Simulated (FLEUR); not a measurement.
## Collinear magnetic orders of free Fe(110) film, 1 layer with FLEUR

Aim: find out whether free Fe(110) film, 1 layer carries moments, and which collinear order costs least.

Program: FLEUR MaX-R8.1. Level of theory: PBEsol; all-electron FLAPW film, Dirac cores, scalar-relativistic bands. Results are calculated unless marked as measured.

**1. The structure**

The cell holds 1 atom: 1 Fe. Its edges and angles: a = 2.482 Å, b = 2.482 Å, c = 14.000 Å, α = 90.0°, β = 90.0°, γ = 109.5°. Layers at typed spacings, unrelaxed. Vacuum lies along c.

Coordinates:

```
Fe
1.0
     1.43300   -2.02657    0.00000
     1.43300    2.02657    0.00000
     0.00000    0.00000   14.00000
Fe
1
Direct
  0.00000 0.00000 0.50000
```

**2. Start 1: ferro +**

The parallel start comes first: it shows whether parallel moments hold.

inpgen writes inp.xml from crystal.txt; cutoffs, mixing, functional, smearing and local orbitals are then set in the file. The k list default-1 (kpts.xml, not shown) is a Γ-centred 16×16×1 mesh; where the ranks do not divide the number of points, some are split in two of half the weight.

The input, inp.xml:

```
<?xml version="1.0" encoding="UTF-8" standalone="no"?>
<fleurInput fleurInputVersion="0.39">
   <comment>
      Fe
   </comment>
   <calculationSetup>
      <cutoffs Kmax="3.68" Gmax="11.0" GmaxXC="11.0" numbands="0"/>
      <scfLoop itmax="120" minDistance="0.00002" maxIterBroyd="15" imix="Anderson" alpha="0.03" precondParam="0.0" spinf="2.0" sdNocoIR="T"/>
      <coreElectrons ctail="T" frcor="F" kcrel="1" coretail_lmax="0"/>
      <xcFunctional name="PBEs" relativisticCorrections="F"/>
      <magnetism jspins="2"/>
      <soc l_soc="F" theta="0.0" phi="0.0" spav="F"/>
      <expertModes spex="0" secvar="F"/>
      <geometryOptimization l_f="F" forcealpha="1.0" forcemix="BFGS" epsdisp="0.00001" epsforce="0.00001"/>
      <ldaU l_linMix="F" mixParam="0.05" spinf="1.0"/>
   </calculationSetup>
   <cell>
      <bzIntegration valenceElectrons="16.0" mode="hist" fermiSmearingEnergy="0.00183747">
         <kPointListSelection listName="default-1"/>
         <xi:include xmlns:xi="http://www.w3.org/2001/XInclude" href="kpts.xml"> </xi:include>
      </bzIntegration>
      <xi:include xmlns:xi="http://www.w3.org/2001/XInclude" href="sym.xml"> </xi:include>
      <filmLattice scale="1.0" dVac="5.26" dTilda="7.76">
         <bravaisMatrixFilm>
            <row-1>    2.7079775365518000    -3.8296584928783730</row-1>
            <row-2>    2.7079775365518000     3.8296584928783730</row-2>
         </bravaisMatrixFilm>
         <vacuumEnergyParameters vacuum="1" spinUp="-.25" spinDown="-.25"/>
      </filmLattice>
   </cell>
   <atomSpecies>
      <species name="Iron (Fe) 2.800" element="Fe" atomicNumber="26">
         <mtSphere radius="2.23" gridPoints="737" logIncrement="0.016"/>
         <atomicCutoffs lmax="8" lnonsphr="6"/>
         <electronConfig flipSpins="F">
            <coreConfig>(1s1/2) (2s1/2) (2p1/2) (2p3/2)</coreConfig>
            <valenceConfig>(3s1/2) (3p1/2) (3p3/2) (4s1/2) (3d3/2) (3d5/2)</valenceConfig>
            <stateOccupation state="(3d3/2)" spinUp="1.4" spinDown="1.0"/>
            <stateOccupation state="(3d5/2)" spinUp="3.0" spinDown="0.6"/>
         </electronConfig>
         <energyParameters s="4" p="4" d="3" f="4"/>
         <lo type="SCLO" l="0" n="3" eDeriv="0"/>
         <lo type="SCLO" l="1" n="3" eDeriv="0"/>
      </species>
   </atomSpecies>
   <atomGroups>
      <atomGroup species="Iron (Fe) 2.800">
         <filmPos label="                   1">.0000000000 .0000000000 .0000000000</filmPos>
         <force calculate="T" relaxXYZ="TTT"/>
      </atomGroup>
   </atomGroups>
   <output dos="F" band="F" slice="F">
      <bandDOS minEnergy="-.5*Htr" maxEnergy="0.5*Htr" sigma="0.015" storeEVData="T"/>
      <plotting iplot="0" polar="F">
         <plot TwoD="T" vec1="  1.0  0.0  0.0" vec2="  0.0  1.0  0.0" vec3="  0.0  0.0  1.0" zero="  0.0  0.0 -0.5" file="plot"/>
      </plotting>
      <moessbauerParams electricFieldGradient="F" isomerShift="T" coreHyperfine="T" valenceHyperfine="T"/>
   </output>
</fleurInput>
```

The input, crystal.txt:

```
Fe
&input film=T cartesian=F /
1.43300000000  -2.02656800000  0.00000000000
1.43300000000  2.02656800000  0.00000000000
0.00000000000  0.00000000000  1.00000000000
1.8897261246
1.0 1.0 1.0

1
26 0.00000000000  0.00000000000  0.00000000000 : 2.800

&kpt div1=16 div2=16 div3=1 gamma=T /
```

Started as:

```console
OMP_NUM_THREADS=1 inpgen -f crystal.txt > inpgen.log  # inp.xml is then edited as shown
OMP_NUM_THREADS=1 mpirun -n 4 fleur_MPI > fleur.log
```

Log:

```text
Welcome to FLEUR        (www.flapw.de)
      MaX-Release 8.1          (www.max-centre.eu)

 ========== k-point set info ==========
 Selected k-point list: default-1
 k-point list type: mesh
 0 x 0 x 0
 Number of k points: 76

 ------------Calculation Setup---------------------------
 Number of MPI-tasks      :            4
 Number of PE/node        :            4
 Number of OMP-threads    :            1
 k-points in parallel     :            4
 pe's per k-point         :            1
 No of k-point loops      :           19
 Eigenvalue solver        :       lapack
 Number of basis functions:          153
 Approximate size of matrices (H+S) per k-point:         0.000 GB
 --------------------------------------------------------
 [... lines of the core solver left out ...]
 Iteration:     1   Distance:      13.46952136 me/bohr^3
 [... lines of the core solver left out ...]
 Iteration:     2   Distance:      12.62826687 me/bohr^3
 [... lines of the core solver left out ...]
 Iteration:     3   Distance:       8.54908558 me/bohr^3
 [... lines of the core solver left out ...]
 Iteration:     4   Distance:       7.75724344 me/bohr^3
 [... lines of the core solver left out ...]
 Iteration:     5   Distance:       2.52334457 me/bohr^3
 [... lines of the core solver left out ...]
 Iteration:     6   Distance:       2.44588016 me/bohr^3
 [... lines of the core solver left out ...]
 Iteration:     7   Distance:       1.48572273 me/bohr^3
 [... lines of the core solver left out ...]
 Iteration:     8   Distance:       0.85532133 me/bohr^3
 [... lines of the core solver left out ...]
 Iteration:     9   Distance:       0.27586336 me/bohr^3
 [... lines of the core solver left out ...]
 Iteration:    10   Distance:       0.14584298 me/bohr^3
 [... lines of the core solver left out ...]
 Iteration:    11   Distance:       0.13080927 me/bohr^3
 [... lines of the core solver left out ...]
 Iteration:    12   Distance:       0.04714937 me/bohr^3
 [... lines of the core solver left out ...]
 Iteration:    13   Distance:       0.03284080 me/bohr^3
 [... lines of the core solver left out ...]
[... rest left out ...]

--- out.xml (last complete iteration) ---
<iteration numberForCurrentRun="   24" overallNumber="   24">
         <energyParameters units="Htr">
            <atomicEP atomType="1" spin="1" branch="4s" branchLowest="-3.39" branchHighest="1.52" value="-0.3049117143"/>
            <atomicEP atomType="1" spin="1" branch="4p" branchLowest="-2.14" branchHighest="2.11" value="-0.1705507630"/>
            <atomicEP atomType="1" spin="1" branch="3d" branchLowest="-9.99" branchHighest="-0.11" value="-0.2553590465"/>
            <atomicEP atomType="1" spin="1" branch="4f" branchLowest="-9.99" branchHighest="3.13" value="0.1434339163"/>
            <loAtomicEP atomType="1" spin="1" branch="3s" branchLowest="-30.01" branchHighest="-3.39" value="-3.4041518333"/>
            <loAtomicEP atomType="1" spin="1" branch="3p" branchLowest="-25.56" branchHighest="-2.14" value="-2.1620057833"/>
            <vacuumEP vacuum="1" spin="1" vzIR="-0.2824076581" vzInf="0.0000000000" value="-0.2500000000"/>
            <atomicEP atomType="1" spin="2" branch="4s" branchLowest="-3.28" branchHighest="1.61" value="-0.2744948618"/>
            <atomicEP atomType="1" spin="2" branch="4p" branchLowest="-2.02" branchHighest="2.20" value="-0.1442888777"/>
            <atomicEP atomType="1" spin="2" branch="3d" branchLowest="-9.99" branchHighest="0.00" value="-0.1626419461"/>
            <atomicEP atomType="1" spin="2" branch="4f" branchLowest="-9.99" branchHighest="3.22" value="0.1665636863"/>
            <loAtomicEP atomType="1" spin="2" branch="3s" branchLowest="-29.96" branchHighest="-3.28" value="-3.2864882938"/>
            <loAtomicEP atomType="1" spin="2" branch="3p" branchLowest="-25.52" branchHighest="-2.02" value="-2.0468169420"/>
            <vacuumEP vacuum="1" spin="2" vzIR="-0.2760234898" vzInf="0.0000000000" value="-0.2500000000"/>
         </energyParameters>
         <bandgap value="0.0030135558" units="eV"/>
         <sumValenceSingleParticleEnergies value="-21.2276843010" units="Htr"/>
         <FermiEnergy value="-0.1672969286" units="Htr"/>
         <valenceDensity>
            <mtCharges spin="1">
               <mtCharge atomType="1" total="8.6778438" s="1.1842835" p="3.0792574" d="4.4072881" f="0.0053115"/>
            </mtCharges>
            <mtCharges spin="2">
               <mtCharge atomType="1" total="5.8091657" s="1.1655244" p="3.0790824" d="1.5601430" f="0.0033376"/>
            </mtCharges>
            <spinDependentCharge spin="1" total="9.4623111" interstitial="0.6676016" mtSpheres="8.6778438" vacuum1="0.0584328"/>
            <spinDependentCharge spin="2" total="6.5376891" interstitial="0.6193495" mtSpheres="5.8091657" vacuum1="0.0545870"/>
            <totalCharge value="16.0000002230"/>
         </valenceDensity>
         <allElectronCharges>
            <spinDependentCharge spin="1" total="14.4623168" interstitial="0.6676016" mtSpheres="13.6778496" vacuum1="0.0584328"/>
            <spinDependentCharge spin="2" total="11.5376834" interstitial="0.6193495" mtSpheres="10.8091599" vacuum1="0.0545870"/>
            <totalCharge value="26.0000002233"/>
         </allElectronCharges>
         <magneticMomentsInMTSpheres units="muBohr">
            <globalMagMoment atomType="1" vec="0.00000   0.00000   2.86869"/>
            <localMagMoment atomType="1" vec="0.00000   0.00000   2.86869"/>
         </magneticMomentsInMTSpheres>
         <moessbauerParams unitsHFF="kG" unitsIS="e/bohr^3" unitsEFG="Htr/bohr^2">
            <coreHyperfineField atomType="1" hffTotal="-700.22672" isTotal="14928.16437">
               <shell n="1" l="0" hff="-11.97457" isomerShift="13641.42150"/>
               <shell n="2" l="0" hff="-690.19275" isomerShift="1279.73784"/>
               <shell n="2" l="1" hff="1.94060" isomerShift="7.00503"/>
            </coreHyperfineField>
            <isomerShift atomType="1" nucleusRadius="0.0000903" averageDensity="15120.35683"/>
         </moessbauerParams>
         <totalEnergy value="    -1271.5658023450" units="Htr">
            <sumOfEigenvalues value="     -748.0532562400">
               <coreElectrons value="-726.8255719390"/>
               <valenceElectrons value="-21.2276843010"/>
            </sumOfEigenvalues>
            <densityCoulombPotentialIntegral value="-1965.1582706942"/>
            <densityEffectivePotentialIntegral value="-2036.7768632321"/>
            <chargeDenXCDenIntegral value="-54.6833103071"/>
            <FockExchangeEnergyValence value="0.0000000000"/>
            <FockExchangeEnergyCore value="0.0000000000"/>
            <atomTypeDependentContributions atomType="1">
               <electronNucleiInteractionDifferentMTs value="1516.8790845981"/>
               <MadelungTerm value="-6.1478790848"/>
            </atomTypeDependentContributions>
            <tkbTimesEntropy value="0.0004422210"/>
            <freeEnergy value="-1271.5662445661"/>
            <extrapolationTo0K value="-1271.5660234555"/>
         </totalEnergy>
         <densityConvergence units="me/bohr^3">
            <chargeDensity spin="1" distance="0.0000031430"/>
            <chargeDensity spin="2" distance="0.0000037867"/>
            <overallChargeDensity distance="0.0000052766"/>
            <spinDensity distance="0.0000045379"/>
         </densityConvergence>
      </iteration>
```

Run time: 20 s. Hardware: 4 MPI ranks of Arm Neoverse V1, shared host; peak memory 0.22 GiB.

Read from the output:

```yaml
free_energy: -34601.0802 eV
program_s_band_gap_on_this_mesh_in_a_metal_only_a_level_spacing: 0.003014 eV
magnetization: 2.925 μB
final_state: ferromagnetic
largest_moment: 2.869 μB
```

After 24 cycles the largest moment stands at 2.87 μB.

**3. Run 2 (antiferro q=(1/2,1/2,0) +-)**

An opposed order shows whether neighbours prefer unlike signs.

This order needs a doubled cell of 2 atoms. The mesh is halved along the doubled vector, so that both cells sample the same points. The k list default-1 (kpts.xml, not shown) is a Γ-centred 8×16×1 mesh.

inp.xml, as its differences from that of step 2:

```diff
@@ -17,3 +17,3 @@
    <cell>
-      <bzIntegration valenceElectrons="16.0" mode="hist" fermiSmearingEnergy="0.00183747">
+      <bzIntegration valenceElectrons="32.0" mode="hist" fermiSmearingEnergy="0.00183747">
          <kPointListSelection listName="default-1"/>
@@ -24,4 +24,4 @@
          <bravaisMatrixFilm>
-            <row-1>    2.7079775365518000    -3.8296584928783730</row-1>
-            <row-2>    2.7079775365518000     3.8296584928783730</row-2>
+            <row-1>    5.4159550731035999    -7.6593169857567460</row-1>
+            <row-2>    5.4159550731035999     0.0000000000000000</row-2>
          </bravaisMatrixFilm>
@@ -44,2 +44,15 @@
       </species>
+      <species name="Iron (Fe) -2.800" element="Fe" atomicNumber="26">
+         <mtSphere radius="2.23" gridPoints="737" logIncrement="0.016"/>
+         <atomicCutoffs lmax="8" lnonsphr="6"/>
+         <electronConfig flipSpins="F">
+            <coreConfig>(1s1/2) (2s1/2) (2p1/2) (2p3/2)</coreConfig>
+            <valenceConfig>(3s1/2) (3p1/2) (3p3/2) (4s1/2) (3d3/2) (3d5/2)</valenceConfig>
+            <stateOccupation state="(3d3/2)" spinUp="1.0" spinDown="1.4"/>
+            <stateOccupation state="(3d5/2)" spinUp="0.6" spinDown="3.0"/>
+         </electronConfig>
+         <energyParameters s="4" p="4" d="3" f="4"/>
+         <lo type="SCLO" l="0" n="3" eDeriv="0"/>
+         <lo type="SCLO" l="1" n="3" eDeriv="0"/>
+      </species>
    </atomSpecies>
@@ -48,2 +61,6 @@
          <filmPos label="                   1">.0000000000 .0000000000 .0000000000</filmPos>
+         <force calculate="T" relaxXYZ="TTT"/>
+      </atomGroup>
+      <atomGroup species="Iron (Fe) -2.800">
+         <filmPos label="                   2">1.000/2.000 .0000000000 .0000000000</filmPos>
          <force calculate="T" relaxXYZ="TTT"/>
```

The input, crystal.txt:

```
Fe
&input film=T cartesian=F /
2.86600000000  -4.05313600000  0.00000000000
2.86600000000  0.00000000000  0.00000000000
0.00000000000  0.00000000000  1.00000000000
1.8897261246
1.0 1.0 1.0

2
26 0.00000000000  0.00000000000  0.00000000000 : 2.800
26 0.50000000000  0.00000000000  0.00000000000 : -2.800

&kpt div1=8 div2=16 div3=1 gamma=T /
```

Log:

```text
[banner, memory and clock lines left out]
Welcome to FLEUR        (www.flapw.de)
      MaX-Release 8.1          (www.max-centre.eu)

 ========== k-point set info ==========
 Selected k-point list: default-1
 k-point list type: mesh
 0 x 0 x 0
 Number of k points: 68

 ------------Calculation Setup---------------------------
 Number of PE/node        :            4
 Number of OMP-threads    :            1
 k-points in parallel     :            4
 pe's per k-point         :            1
 No of k-point loops      :           17
 Eigenvalue solver        :       lapack
 Number of basis functions:          302
 Approximate size of matrices (H+S) per k-point:         0.001 GB
 [... lines of the core solver left out ...]
 Iteration:     1   Distance:      13.68882752 me/bohr^3
 [... lines of the core solver left out ...]
 Iteration:     2   Distance:      13.00392823 me/bohr^3
 [... lines of the core solver left out ...]
 Iteration:     3   Distance:       8.90854570 me/bohr^3
 [... lines of the core solver left out ...]
 Iteration:     4   Distance:       7.64097393 me/bohr^3
 [... lines of the core solver left out ...]
 Iteration:     5   Distance:       5.80981746 me/bohr^3
 [... lines of the core solver left out ...]
 Iteration:     6   Distance:       4.65416070 me/bohr^3
 [... lines of the core solver left out ...]
 Iteration:     7   Distance:       1.46915392 me/bohr^3
 [... lines of the core solver left out ...]
[... rest left out ...]

--- out.xml (last complete iteration) ---
<iteration numberForCurrentRun="   35" overallNumber="   35">
         [... left out ...]
         <bandgap value="0.0000002262" units="eV"/>
         <sumValenceSingleParticleEnergies value="-43.0286405963" units="Htr"/>
         <FermiEnergy value="-0.1687853891" units="Htr"/>
         <valenceDensity>
            <mtCharges spin="1">
               <mtCharge atomType="1" total="8.5717541" s="1.2033513" p="3.1064618" d="4.2572730" f="0.0036990"/>
               <mtCharge atomType="2" total="5.8881969" s="1.1539113" p="3.0772572" d="1.6499750" f="0.0053589"/>
            </mtCharges>
            <mtCharges spin="2">
               <mtCharge atomType="1" total="5.8881971" s="1.1539112" p="3.0772572" d="1.6499754" f="0.0053589"/>
               <mtCharge atomType="2" total="8.5717541" s="1.2033513" p="3.1064618" d="4.2572731" f="0.0036990"/>
            </mtCharges>
            <spinDependentCharge spin="1" total="16.0000006" interstitial="1.3050937" mtSpheres="14.4599510" vacuum1="0.1174779"/>
            <spinDependentCharge spin="2" total="15.9999999" interstitial="1.3050931" mtSpheres="14.4599512" vacuum1="0.1174778"/>
            <totalCharge value="32.0000004435"/>
         </valenceDensity>
         [... left out ...]
         <magneticMomentsInMTSpheres units="muBohr">
            <globalMagMoment atomType="1" vec="0.00000   0.00000   2.68357"/>
            <localMagMoment atomType="1" vec="0.00000   0.00000   2.68357"/>
            <globalMagMoment atomType="2" vec="0.00000   0.00000  -2.68357"/>
            <localMagMoment atomType="2" vec="0.00000   0.00000  -2.68357"/>
         </magneticMomentsInMTSpheres>
         [... left out ...]
         <totalEnergy value="    -2543.1089897142" units="Htr">
            <sumOfEigenvalues value="    -1497.1520977240">
               <coreElectrons value="-1454.1234571276"/>
               <valenceElectrons value="-43.0286405963"/>
            </sumOfEigenvalues>
            <densityCoulombPotentialIntegral value="-3931.4023883554"/>
            <densityEffectivePotentialIntegral value="-4074.5645325308"/>
            <chargeDenXCDenIntegral value="-109.3105979082"/>
            <FockExchangeEnergyValence value="0.0000000000"/>
            <FockExchangeEnergyCore value="0.0000000000"/>
         [... left out ...]
            <tkbTimesEntropy value="0.0014772446"/>
            <freeEnergy value="-2543.1104669588"/>
            <extrapolationTo0K value="-2543.1097283365"/>
         </totalEnergy>
         <densityConvergence units="me/bohr^3">
            <chargeDensity spin="1" distance="0.0000098695"/>
            <chargeDensity spin="2" distance="0.0000046167"/>
            <overallChargeDensity distance="0.0000102205"/>
            <spinDensity distance="0.0000115318"/>
         </densityConvergence>
      </iteration>
```

Elapsed: 71 s, on 4 MPI ranks; peak memory 0.37 GiB; 4.8 min of CPU time.

Numbers from this step:

```
free energy                                                       : -69201.5612 eV
program's band gap on this mesh (in a metal only a level spacing) : 2.26e-7 eV
magnetization                                                     : 0 μB
final state                                                       : antiferromagnetic
largest moment                                                    : 2.684 μB
```

It lies 300 meV a seeded atom over the first start, and its largest moment is 2.68 μB against 2.87 μB.

(Part 1 of 2 ends here.)

[Logs and program files are shortened in this print: banners, set-up blocks, solver, clock and traceback lines can be left out without a mark of their own.]

[Logs are printed without paths, hosts, clocks, repeated set-up lines and the standing remarks that a program may print on its own settings, such as how far it seeks lower states.]

[Hosts, paths, dates, database ids (printed as entryN), source tags and the programs' standing remarks are cut or masked in the printed files.]

[Where a cell is said to come from a database of computed structures, the database is the Materials Project.]
